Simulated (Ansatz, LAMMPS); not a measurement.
# Glassy 85GeO2-15Li2O (mol %) (78 atoms) under strain: runs compared

How stiff is glassy 85GeO2-15Li2O (mol %) (78 atoms), and how do its levels respond to strain?

Computed with Ansatz 0.2.0: Kohn-Sham DFT, PBEsol, PAW (set soft_2), plane waves.

## (1) The cell

The cell holds 78 atoms: 22 Ge, 8 Li and 48 O. Cell: a = 10.236 Å, b = 10.236 Å, c = 10.236 Å, α = 90.0°, β = 90.0°, γ = 90.0°. 78 atoms (22 Ge, 8 Li, 48 O) placed at random at 3.6 g/cm³, melted at 4000 K for 10 ps at fixed volume with the Morse and Coulomb pair potential with partial charges (Pedone, Malavasi, Menziani, Cormack and Segre, J. Phys. Chem. B 110, 11780 (2006)). Quenched from 4000 K to 300 K at 100 K/ps and fixed volume, held 10 ps at zero pressure.

Limits known from the start: The quench rate of 100 K/ps is many orders above laboratory rates, so the cell is likely richer in defects and strain than a real sample. The starting topology of bonds comes from the classical model, and needn't be the one that DFT or experiment would give. The Brillouin zone is sampled at Γ only.

## (2) The reference run

The reference is a single point at the end of the relaxation.

Every strained cell starts from the geometry of this run, and its atoms are relaxed with the cell held.

Its input, with most atom lines left out:

```yaml
crystal:
  lattice:
    - [9.8058, -0.03637, -0.05853]
    - [-0.03637, 10.00182, 0.09293]
    - [-0.05853, 0.09293, 10.17593]
  atoms:
    - { symbol: Ge, position: [0.78221, 0.34968, 0.69107] }
    - { symbol: Ge, position: [0.26553, 0.86684, 0.48264] }
    - { symbol: Ge, position: [0.3859, 0.37538, 0.47867] }
    - { symbol: Ge, position: [0.77348, 0.01698, 0.61771] }
    - { symbol: Ge, position: [0.35732, 0.12471, 0.65693] }
    - { symbol: Ge, position: [0.74849, 0.75108, 0.26257] }
    - { symbol: Ge, position: [0.1931, 0.20851, 0.89825] }
    [... atom lines 8 to 78 left out ...]
kpoints:
  mp_grid: { grid: [1, 1, 1] }
hamiltonian:
  xc: pbesol
scf:
  occupations: { method: fixed }
output:
  forces: true
  stress: true
  populations: true
  dos:
    method: { smearing: { sigma: 0.08 } }
    de: 0.1
    projected: { site_lists: { Ge: [Ge], Li: [Li], O: [O] } }
  eigenvalues: true
  write_density: true
  write_potential: true
  volumetric_format: npy
```

| Property | Result |
| --- | --- |
| free energy per atom | -1565.7723 eV/atom |
| r.m.s. force component | 0.00598 eV/Å |
| pressure | 0.01737 GPa |

Filled and empty levels are parted by 2.03 eV (at Γ alone); a semilocal functional tends to put such gaps too low. In a disordered cell it changes from sample to sample, and tail or defect levels can set it.

## (3) The runs

Each row is one run, on 4 threads of Intel Xeon Platinum 8488C (Sapphire Rapids), shared host. The free energy is the program's total, comparable only between runs with the same functional and atoms.

```csv
run,atoms,outcome,relaxation steps,free energy (eV),time,host memory (GiB)
Single point at the start,78,converged,-,-122121.126,8.8 s,1.4
Cell and atoms relaxed,78,converged,25,-122130.243,3.1 min,1.5
Single point at the relaxed geometry,78,converged,-,-122130.243,11 s,1.5
Volume -3 %,78,converged,8,-122130.097,64 s,1.5
Volume +3 %,78,converged,5,-122130.085,40 s,1.5
Volume -6 %,78,converged,11,-122129.608,80 s,1.5
Volume +6 %,78,converged,11,-122129.689,98 s,1.5
Volume -10 %,78,converged,15,-122128.350,1.9 min,1.4
Stretched by 1 % along x,78,converged,3,-122130.207,24 s,1.5
Compressed by 1 % along x,78,converged,3,-122130.212,23 s,1.5
Sheared by 2 % in xy,78,converged,5,-122130.200,39 s,1.5
```

In some runs the program notes that the SCF threshold is loose for the stress.

## (4) Pressure against volume

Atoms are relaxed at each volume, in the scaled cell.

```csv
volume change (%),volume (Å³/atom),energy change (meV/atom),pressure (GPa),largest move on relaxing (Å),bonds,gap (eV)
-10,11.514,24.27,6.56,0.40,128,2.04
-6,12.026,8.14,3.59,0.30,126,2.03
-3,12.410,1.88,1.68,0.15,125,2.04
+0,12.793,0.00,0.02,-,121,2.03
+3,13.177,2.03,-1.62,0.08,121,1.98
+6,13.561,7.11,-2.84,0.48,122,1.93
```

## (5) Uniaxial strain and shear

Stress (GPa, compression positive) less that of the relaxed cell, atoms relaxed:

```csv
strain,xx,yy,zz,xy,energy change (meV/atom)
stretched by 1 % along x,-1.135,-0.498,-0.442,-0.017,0.46
compressed by 1 % along x,1.065,0.461,0.396,0.007,0.40
sheared by 2 % in xy,-0.054,-0.003,-0.148,-0.687,0.55
```

## (6) Outcome

The bulk modulus, from the slope of pressure against ln V over the three points nearest the relaxed volume, is 55.0 GPa; between neighbouring points the slope runs 68, 61, 55, 55 and 42 GPa from the smallest volume up, not steadily, so no pressure derivative is given. The count of bonds runs from 121 to 128 over the series, so at some points contacts cross the cutoffs. The gap stays between 1.93 and 2.04 eV with no steady trend. In the Cartesian axes of the cell, finite differences give C11 = 110, C12 = 48.0, C13 = 41.9 and C66 = 34.4 GPa (the shear of 2 % is the engineering strain, εxy = 0.01). The mean of C11, C12 and C13, which equals the bulk modulus in a cubic or isotropic solid, is 66.6 GPa: it lies 21 % over the bulk modulus from the volumes. For an isotropic solid C66 would equal (C11 − C12)/2 = 31.0 GPa; so small a sample needn't be isotropic, and C66 rests on one shear. With the bulk modulus and C66 as K and G, Young's modulus would be about 85 GPa and Poisson's ratio 0.24.

**Limits.** Strains are finite and relaxations stop at the force tolerance of the input, which can leave moduli too stiff; they are those of a static cell at zero temperature. Volumes are changed with the cell's shape held, so in an anisotropic solid the modulus lies over the one under free hydrostatic load. The program notes that the SCF threshold of the relaxations is loose for the stress.

The DFT runs together took 11 min of wall time.

[Long decimals in the printed logs are rounded to 6 places.]

[Logs are printed without paths, hosts, clocks, repeated set-up lines and the standing remarks that a program may print on its own settings, such as how far it seeks lower states.]

[Hosts, paths, dates, database ids (printed as entryN), source tags and the programs' standing remarks are cut or masked in the printed files.]
